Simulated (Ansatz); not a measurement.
Rows from a G0W0 calculation on Cs2LiLaBr6 (Fm-3m) (Ansatz 0.2.0; G0W0 on PBE, plane waves, PAW; PAW set soft_1; 2×2×2 mesh, 983 empty bands, screening to 110 eV, plasmon pole, PAW set soft_1 files), in eV. Spin-orbit coupling is left out.

```csv
row,k,band,start,Σx,Σc at the solution,Vxc
A,Γ,c2,6.015,-20.097,-9.655,-33.925
B,Γ,c1,5.943,-19.555,-9.614,-33.316
C,Γ,v1,2.148,-19.631,2.355,-15.880
```

Q: Work out each quasiparticle level and how far it moved.

The quasiparticle equation reads E = start + Σx + Σc(E) − Vxc.

```csv
row,E (eV),shift (eV)
A,10.189,+4.174
B,10.091,+4.147
C,0.752,−1.396
```

Limits: not at the basis limit; f levels unsure; no spin-orbit coupling; coarse k mesh.

[Paths, hosts, dates, memory and timing lines, banners, echoed tables and standing remarks are left out of the program output.]

[Logs are printed without paths, hosts, clocks, repeated set-up lines and the standing remarks that a program may print on its own settings, such as how far it seeks lower states.]

[Runs of the session that timed out or met a known fault of the program may be left out.]

[Cells called generated may have been cut or substituted from an entry of the Crystallography Open Database or the Materials Project.]

[Hosts, paths, dates, database ids (printed as entryN), source tags and the programs' standing remarks are cut or masked in the printed files.]
